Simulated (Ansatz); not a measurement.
# Functionals, potentials and the resistivity of LuH2 (Fm-3m), part 2 of 5

Each step names its level of theory.

So far. Step 2 (Relaxation): The largest force is now zero by symmetry and the largest stress component 0.030 GPa. Step 3 (Tight relaxation (LDA, PAW)): The largest force is now zero by symmetry and the largest stress component 0.0050 GPa, small enough for phonons.

## Step 4: Resistivity: LDA at its own relaxed cell

Level of this step: DFT LDA, scalar-relativistic, plane waves, PAW (Ansatz).

The functional sets the lattice constant, the bands and the force constants.

The input, input.yaml:

```yaml
crystal:
  lattice:
    - [0.0, 2.454890095, 2.454890095]
    - [2.454890095, 0.0, 2.454890095]
    - [2.454890095, 2.454890095, 0.0]
  atoms:
    - { symbol: Lu, position: [0.0, 0.0, 0.0] }
    - { symbol: H, position: [0.25, 0.25, 0.25] }
    - { symbol: H, position: [0.75, 0.75, 0.75] }
kpoints:
  mp_grid: { grid: [8, 8, 8] }
hamiltonian:
  xc: lda
scf:
  occupations: { method: methfessel_paxton, width: 0.2 }
output:
  eigenvalues: true
phonons:
  method: dfpt
  qmesh: [2, 2, 2]
  temperatures: { t_max: 1000, t_step: 50 }
  qpath:
    path:
      - [[0.0, 0.0, 0.0], [0.5, 0.0, 0.5], [0.625, 0.25, 0.625]]
      - [[0.375, 0.375, 0.75], [0.0, 0.0, 0.0], [0.5, 0.5, 0.5], [0.5, 0.25, 0.75], [0.5, 0.0, 0.5]]
    npoints: 10
  electrical_resistivity:
    mesh: [12, 12, 12]
    temperatures: [20.0, 50.0, 80.0, 100.0, 150.0, 200.0, 273.0, 300.0, 400.0, 500.0, 600.0, 800.0]
  superconductivity: { mesh: [12, 12, 12], eliashberg_equations: false }
```

Started as:

```bash
> ansatz run input.yaml --threads 8 --pin off --max-ram 16384MiB --backend cpu --events-out ev --progress --plain --runs-dir out
```

Numbers of over 12 decimals in the logs are rounded to 6 here.

What it wrote:

```text
[...]
Crystal: 3 atoms, lattice volume = 29.589 Å³
Basis set: ecut = 420 eV, 561 PW (Γ), exchange–correlation on 48×48×48 points (8 copies of the dense FFT grid, shifted against one another)
Bands: 18, of which v1, the nominal top of the filled ones, is band 14 counted from 1 (13 counted from 0)
Symmetry: 48 space group operations
k-points: 29 of 512
[...]
SCF iter   1: F=—  HF=-14526.514995 eV  |F-HF|=—  |Δ(HF+E_count)|=         —  Δρ=1.10e-2  dr2=2.42e-2  ethr=1.77e-3  ⟨swp⟩=5.4  Hψ=2859  notcnv=0
[...]
SCF iter  11: F=-14526.504248 eV  HF=-14526.504248 eV  |F-HF|=7.28e-12  |Δ(HF+E_count)|=  7.28e-12  S|Δr|=    0.00e0  Δρ=5.04e-8  dr2=2.88e-13  ethr=1.00e-12  ⟨swp⟩=9.1  Hψ=3039  notcnv=0
SCF 1 converged in 11 iterations: F = -14526.504248 eV  dr2 = 2.88e-13
[...]
phonons: the bands overlap, so this run is a metal and interpolates without the dipole-dipole term. If the crystal is really an insulator or semiconductor, its LO-TO splitting is missing
NSCF: frozen V_eff on 29 k-points
WARN: eigensolver did not converge in 2 slots of this pass, the one above among them; of largest residual over every band (k=13): 1 band(s) unlocked (lowest unlocked band 17, counted from 0; max residual 3.44e-4 eV among the unlocked bands, 3.44e-4 eV over every band); of lowest unlocked band (k=13): band 17
[...]
DFPT response loops at q = (0, 0, 0) (fractional): preconditioner auto → Kerker (q_TF=auto, 2.687 Å⁻¹) (partly filled bands, converged f_vac=0.000); β = 1.00, the filter's whole step (`scf.mixing.beta` (0.50) is not read by the response loops under this deck's `scf.mixing.preconditioner`; to damp them name `kerker` or `kerker_dos`, under which they read `scf.mixing.beta`, and type it under 1.00, their step now; both keys bind the ground state too); Broyden in place of MSR1
[...]
SCF iter   1: F=—  HF=-14526.514995 eV  |F-HF|=—  |Δ(HF+E_count)|=         —  Δρ=1.10e-2  dr2=2.42e-2  ethr=1.77e-3  ⟨swp⟩=5.4  Hψ=2859  notcnv=0
[...]
SCF iter  11: F=-14526.504248 eV  HF=-14526.504248 eV  |F-HF|=5.46e-12  |Δ(HF+E_count)|=  7.28e-12  S|Δr|=    0.00e0  Δρ=5.05e-8  dr2=2.87e-13  ethr=1.00e-12  ⟨swp⟩=3.7  Hψ=1496  notcnv=0
SCF 2 converged in 11 iterations: F = -14526.504248 eV  dr2 = 2.87e-13
[...]
SCF converged after 11 iterations
Stability not checked: this state was not tested for a lower state beside it, because cold or Methfessel-Paxton smearing, or corrected tetrahedra, fill the levels in a way that the test cannot read (fill_not_monotonic; see scf.lower_state_search)
Free energy (F): -14526.504248 eV
[...]
Internal energy: -14526.499094 eV  (E = F + TS)
E sigma→0 (E₀):  -14526.502959 eV
Entropy (-TS):   -0.005154 eV (-1.718 meV/atom)
Fermi energy:    14.078567 eV
[...]
--- Band table (eV; the first three rows and the last of 29) ---
  k-point 0: bands = [... 10 lower, 9.4030, 9.4030, 13.9158, 15.4535, 15.4535, 15.4535, 18.4873, 18.4873]
  k-point 1: bands = [... 10 lower, 9.3887, 9.4035, 12.4590, 15.6592, 15.6592, 17.3642, 18.2575, 18.2575]
  k-point 2: bands = [... 10 lower, 9.3644, 9.4046, 11.0781, 15.8805, 15.8805, 18.3047, 18.3047, 19.4432]
  k-point 28: bands = [... 10 lower, 9.3630, 9.7205, 9.7205, 12.9262, 15.9533, 20.5025, 21.0460, 21.0460]
--- Phonons (Γ-DFPT): 2 representative perturbations + reference (Σ response iterations 9) ---
  ASR residual: 7.973e-6 → 0.000e0 eV/Å²; symmetrization residual: 2.441e-8 eV/Å²
  ASR residual per site (eV/Å²): 5.14e-6 7.97e-6 7.97e-6
  Γ frequencies (cm⁻¹): 0.00 0.00 0.00 1018.43 1018.43 1018.43 1210.60 1210.60 1210.60
--- Phonons (arbitrary-q DFPT): 3 irreducible q on the 2×2×2 mesh ---
  q = [0.0000, 0.0000, 0.0000] (star 1, of the zone-centre solve; hermiticity 6.42e-9, symmetrization 3.59e-12): -0.00 0.00 0.00 1018.43 1018.43 1018.43 1210.60 1210.60 1210.60
  q = [0.0000, 0.0000, -0.5000] (star 4, 2 solved perturbations on 150 of 512 k-point pairs; hermiticity 3.47e-7, symmetrization 1.73e-7): 87.16 87.16 119.90 1047.78 1047.78 1059.52 1164.85 1164.85 1171.29
  q = [0.0000, -0.5000, -0.5000] (star 3, 4 solved perturbations in 308 linear systems a pass and spin channel, the states on 95 of 512 k-point pairs; hermiticity 2.73e-9, symmetrization 1.11e-9): 116.76 116.76 164.69 1045.60 1111.71 1111.71 1127.38 1127.38 1200.27
  sum rule: each row above includes the acoustic sum rule's correction from the zone centre's row sums; it moved no ω² by more than (1.47 cm⁻¹)²
  mesh force constants: q→R imaginary residual 1.47e-17; ASR residual 7.973e-6 → 0.000e0 eV/Å²; symmetrization residual 8.882e-15 eV/Å²
  interpolated dispersion: 62 rows × 9 modes
  density of states and harmonic sums: on the 22×22×22 q-mesh, interpolated from the force constants of a 2×2×2 supercell (no non-analytic term)
  largest difference from the sums on the solved wave vectors: F 7.17e-2 eV, S 1.04e-4 and C_V 3.22e-5 eV/K
  zero-point energy: 0.434768 eV/cell   skipped modes (ω ≤ 0): 3   left out of the sums: 3.13e-5 of the cell's modes: C_V's classical limit lies that fraction below 3 k_B per atom; for a crystal, a wire or a layer, F and S can be off by more, and a phonons.interpolated_qmesh denser along its periods is the remedy for the sampling
--- Electrical resistivity: potentials and phonons of a 2×2×2 supercell ---
  scattering by harmonic phonons alone, with no dipole-dipole term; scattering by other electrons, impurities, surfaces and spin disorder is left out, and so is spin–orbit coupling
  the resistivity is that of a variational response, whose dependence on the energy is improved iteratively
  at the Fermi level of each mesh (of a tensor a third of its trace):
           mesh   spin    states/(eV spin)  plasma energy (eV)         λ      λ_tr    ħω_log (meV)
       12×12×12                     0.2889              5.1405    0.2566    0.3346          24.574
          6×6×6                     0.2828              5.0847    0.2517    0.3248          24.900
          3×3×3                     0.2822              4.8671    0.2177    0.3214          28.390
  resistivity on the deck's mesh, µΩ·cm:
     T (K)       trace/3  mesh converged            xx            yy            zz    lowest order   relaxation time
     20.00     6.5600e-3              no     6.5600e-3     6.5600e-3     6.5600e-3       1.6478e-2         8.7107e-3
     50.00     5.7191e-1             yes     5.7191e-1     5.7191e-1     5.7191e-1       8.2045e-1         5.3050e-1
     80.00      1.9262e0             yes      1.9262e0      1.9262e0      1.9262e0        2.1843e0          1.6076e0
    100.00      2.8627e0             yes      2.8627e0      2.8627e0      2.8627e0        3.1014e0          2.3425e0
    150.00      5.0389e0             yes      5.0389e0      5.0389e0      5.0389e0        5.3036e0          4.0740e0
    200.00      7.1063e0             yes      7.1063e0      7.1063e0      7.1063e0        7.4521e0          5.7353e0
    273.00      1.0187e1             yes      1.0187e1      1.0187e1      1.0187e1        1.0703e1          8.2326e0
    300.00      1.1376e1             yes      1.1376e1      1.1376e1      1.1376e1        1.1967e1          9.2040e0
    400.00      1.6030e1             yes      1.6030e1      1.6030e1      1.6030e1        1.6919e1          1.3033e1
    500.00      2.0951e1             yes      2.0951e1      2.0951e1      2.0951e1        2.2145e1          1.7115e1
    600.00      2.5987e1             yes      2.5987e1      2.5987e1      2.5987e1        2.7482e1          2.1307e1
    800.00      3.6104e1             yes      3.6104e1      3.6104e1      3.6104e1        3.8203e1          2.9748e1
  mean free path at 20 K (of a tensor a third of its trace): 22997 nm by what each carries, 20569 by the Fermi surface alone
[...]
the resistivity times a path that all electrons share, by the Fermi surface of the deck's mesh alone (a third of the trace): 1.349e-15 Ω·m²
  not converged in the mesh (λ; λ_tr; the resistivity at 20 K by 3.40 %): between neighbouring meshes, the two finest first, λ moves by 1.91 % and 13.50 %, λ_tr by 2.92 % and 1.04 % and the resistivity by up to 3.40 % and 15.42 %; an estimate, no bound, puts it up to 6.1e-7 % above the Boltzmann equation's exact value after up to 5 iterations (at most 30 are made, fewer where the estimate is under 1.0e-6 % of each spin channel's own resistivity)
  vibrations of 8 cells: unjudged by the run; compare a larger repeat
  the changes of the potential over all sites missed a rigid shift's by 0.00 % (the site terms' by 0.00 %)
  between the force constants' wavevectors the phonons are obtained by Fourier interpolation alone: along a vector of fewer than three repeats the shortest translation of the supercell is 6.943 Å, and under 7.500 Å the phonon self-energy is left out by default: enlarge phonons.supercell (under dfpt, phonons.qmesh)
--- Superconductivity: potentials and phonons of a 2×2×2 supercell ---
  pairing by harmonic phonons, in the closed forms alone; spin fluctuations are left out, and so is spin–orbit coupling
           mesh         λ    ħω_log (meV)  μ* declared at (meV)
       12×12×12    0.2566          24.574               70.016
          6×6×6    0.2517          24.900               70.828
          3×3×3    0.2177          28.390               78.266
  λ by the species' shares of the modes' patterns: Lu 0.1940, H 0.0626
  transition temperature on the deck's mesh (K), isotropic and anisotropic, restricted to the Fermi surface (FSR) and over the full bandwidth (FBW), and the last with the density of states resolved in a narrower window:
        μ*   McMillan   Allen–Dynes      iso. FSR      iso. FBW    aniso. FSR    aniso. FBW  narrow window
      0.08      0.082         0.082             -             -             -             -              -
      0.10      0.022         0.022             -             -             -             -              -
      0.12      0.004         0.004             -             -             -             -              -
      0.13      0.001         0.001             -             -             -             -              -
      0.14      0.000         0.000             -             -             -             -              -
      0.16      0.000         0.000             -             -             -             -              -
      0.20      0.000         0.000             -             -             -             -              -
  not judged without the Eliashberg equations: between neighbouring meshes, the two finest first, λ moves by 1.91 % and 13.50 %
  vibrations of 8 cells: unjudged by the run; compare a larger repeat
[...]
```

The job ended after 23 s (8 threads of Arm Neoverse N1, shared host; peak memory 0.61 GiB; 2.4 min of CPU time).

This step gave:

```
zero point energy                                                              : 0.4348 eV/cell
share of imaginary modes in the plain interpolation between solved wavevectors : 0
highest frequency, solved or plainly interpolated                              : 1211 cm⁻¹
Debye temperature (second moment)                                              : 1696 K
resistivity at 300 K                                                           : 11.38 μΩ cm
coupling constant λ                                                            : 0.2566
density of states at the Fermi level                                           : 0.2889 states/eV a spin and cell
log mean phonon energy ħω_log                                                  : 24.57 meV
transport coupling constant λ_tr                                               : 0.3346, 0.3346, 0.3346 (xx, yy, zz)
Drude plasma energy                                                            : 5.14, 5.14, 5.14 eV (xx, yy, zz)
resistivity times mean free path                                               : 13.49, 13.49, 13.49 × 10⁻¹⁶ Ω m² (xx, yy, zz)
second-moment phonon energy ħω₂                                                : 70.02 meV
```

Solved on the 2×2×2 mesh alone; all other wavevectors are interpolated. Phonon branches along the path, in cm⁻¹:

```
    point  branch 1  branch 2  branch 3  branch 4  branch 5  branch 6  branch 7  branch 8  branch 9
        Γ         0         0         0      1018      1018      1018      1211      1211      1211
  halfway        84        84       120      1062      1062      1109      1128      1167      1167
        X       117       117       165      1046      1112      1112      1127      1127      1200
  halfway       116       118       160      1050      1109      1110      1128      1129      1194
        U       112       120       147      1058      1103      1106      1128      1131      1180
jump to K       112       120       147      1058      1103      1106      1128      1131      1180
  halfway        80        86       111      1055      1082      1085      1142      1148      1170
        Γ         0         0         0      1018      1018      1018      1211      1211      1211
  halfway        67        67       101      1054      1054      1057      1170      1170      1174
        L        87        87       120      1048      1048      1060      1165      1165      1171
  halfway       100       115       128      1070      1073      1086      1142      1156      1156
        W       108       136       136      1075      1077      1116      1116      1160      1163
  halfway       113       121       156      1054      1101      1112      1124      1137      1188
        X       117       117       165      1046      1112      1112      1127      1127      1200
```

The phonon branches as a text plot (rows in cm⁻¹):

```
   1185 |******* ************************************    ********
   1135 |    ********************             *     *************
   1084 |    ********  ***********           *******************
   1034 |******     *******     *********************        ****
    984 |
    933 |
    883 |
    832 |
    782 |
    731 |
    681 |
    631 |
    580 |
    530 |
    479 |
    429 |
    378 |
    328 |
    277 |
    227 |
    177 |         *******                                    ****
    126 |    ********************            ********************
     76 |  ******            ********     *************
     25 |***                        *******
         Γ           X  U|K            Γ         L        W     X
```

The Eliashberg function α²F has structure finer than the step of the table below, so its rows give means over 5 meV, whole bins alone (the curve runs from 0.586 to 150 meV). Peaks (meV: height): α²F 14.7: 0.295, 133.1: 0.227, 143.6: 0.522; α²F tr 15.8: 0.420, 133.1: 0.322, 143.6: 0.768.

Eliashberg function α²F against phonon energy; means over each step:

```
phonon energy (meV)      α²F  α²F tr
                  5  0.00120  1.6e-4
                 10   0.0409  0.0490
                 15    0.215   0.291
                 20   0.0212  0.0385
                 25        0       0
                 30        0       0
                 35        0       0
                 40        0       0
                 45        0       0
                 50        0       0
                 55        0       0
                 60        0       0
                 65        0       0
                 70        0       0
                 75        0       0
                 80        0       0
                 85        0       0
                 90        0       0
                 95        0       0
                100        0       0
                105        0       0
                110        0       0
                115        0       0
                120        0       0
                125   4.9e-4  6.7e-5
                130   0.0765  0.0998
                135    0.197   0.262
                140    0.272   0.318
                145    0.293   0.374
```

Resistivity, by row:

```
T (K)  ρ_xx (μΩ cm)     ρ_yy     ρ_zz  ρ by Ziman's lowest order, mean  ρ by relaxation times, mean  within 2 % of the coarser mesh
   20       0.00656  0.00656  0.00656                          0.01648                     0.008711                              no
   50        0.5719   0.5719   0.5719                           0.8205                       0.5305                             yes
   80         1.926    1.926    1.926                            2.184                        1.608                             yes
  100         2.863    2.863    2.863                            3.101                        2.343                             yes
  150         5.039    5.039    5.039                            5.304                        4.074                             yes
  200         7.106    7.106    7.106                            7.452                        5.735                             yes
  273         10.19    10.19    10.19                             10.7                        8.233                             yes
  300         11.38    11.38    11.38                            11.97                        9.204                             yes
  400         16.03    16.03    16.03                            16.92                        13.03                             yes
  500         20.95    20.95    20.95                            22.14                        17.11                             yes
  600         25.99    25.99    25.99                            27.48                        21.31                             yes
  800          36.1     36.1     36.1                             38.2                        29.75                             yes
```

Some points of the scattering mesh along the symmetry lines, up to three branches each (those of largest λ), at most 39 rows; the frequencies are those of the scattering step, which can differ from the solved and plainly interpolated ones; single rows converge slowly. Mode couplings:

```
    q1      q2      q3  branch  ħω (meV)     λ_q  half width (meV)
0.3333       0  0.3333       3      17.9   0.117            0.0341
0.3333       0  0.3333       7     142.1  0.0242             0.443
0.3333       0  0.3333       9     143.1   0.029             0.539
  0.25    0.25     0.5       1     11.78   0.017           0.00214
  0.25    0.25     0.5       3     14.92   0.197            0.0399
  0.25    0.25     0.5       7     138.3  0.0173             0.301
0.3333  0.3333  0.3333       1      9.74  0.0266           0.00229
0.3333  0.3333  0.3333       2      9.74  0.0266           0.00229
0.3333  0.3333  0.3333       3     14.13   0.134            0.0242
   0.5  0.3333  0.6667       1     13.01  0.0857            0.0132
   0.5  0.3333  0.6667       2     15.68  0.0331           0.00739
   0.5  0.3333  0.6667       3     16.35  0.0836            0.0203
   0.5       0     0.5       1     14.48  0.0337            0.0064
   0.5       0     0.5       2     14.48  0.0337            0.0064
   0.5       0     0.5       7     139.8  0.0235             0.416
```

The Eliashberg function α²F has structure finer than the step of the table below, so its rows give means over 5 meV, whole bins alone (the curve runs from 0.586 to 150 meV). Peaks (meV: height): α²F 14.7: 0.295, 133.1: 0.227, 143.6: 0.522; Lu 14.7: 0.294; H 133.1: 0.226, 143.6: 0.522.

Table of Eliashberg function α²F by phonon energy; means over each step:

```
phonon energy (meV)      α²F       Lu       H
                  5  0.00120  0.00120       0
                 10   0.0409   0.0408  1.6e-4
                 15    0.215    0.214  3.9e-4
                 20   0.0212   0.0212  1.4e-5
                 25        0        0       0
                 30        0        0       0
                 35        0        0       0
                 40        0        0       0
                 45        0        0       0
                 50        0        0       0
                 55        0        0       0
                 60        0        0       0
                 65        0        0       0
                 70        0        0       0
                 75        0        0       0
                 80        0        0       0
                 85        0        0       0
                 90        0        0       0
                 95        0        0       0
                100        0        0       0
                105        0        0       0
                110        0        0       0
                115        0        0       0
                120        0        0       0
                125   4.9e-4        0  4.9e-4
                130   0.0765   2.3e-4  0.0762
                135    0.197   2.9e-4   0.197
                140    0.272   3.2e-4   0.272
                145    0.293   2.4e-4   0.293
```

λ by element:

```
share in the modes' patterns        λ
                          Lu    0.194
                           H  0.06256
```

λ by pair of elements:

```
motions of the sites of         λ
                  Lu-Lu    0.2187
                   Lu-H  -0.03346
                    H-H   0.07139
```

[end of part 2 of 5]

[Logs are printed without paths, hosts, clocks, repeated set-up lines and the standing remarks that a program may print on its own settings, such as how far it seeks lower states.]

[Hosts, paths, dates, database ids (printed as entryN), source tags and the programs' standing remarks are cut or masked in the printed files.]
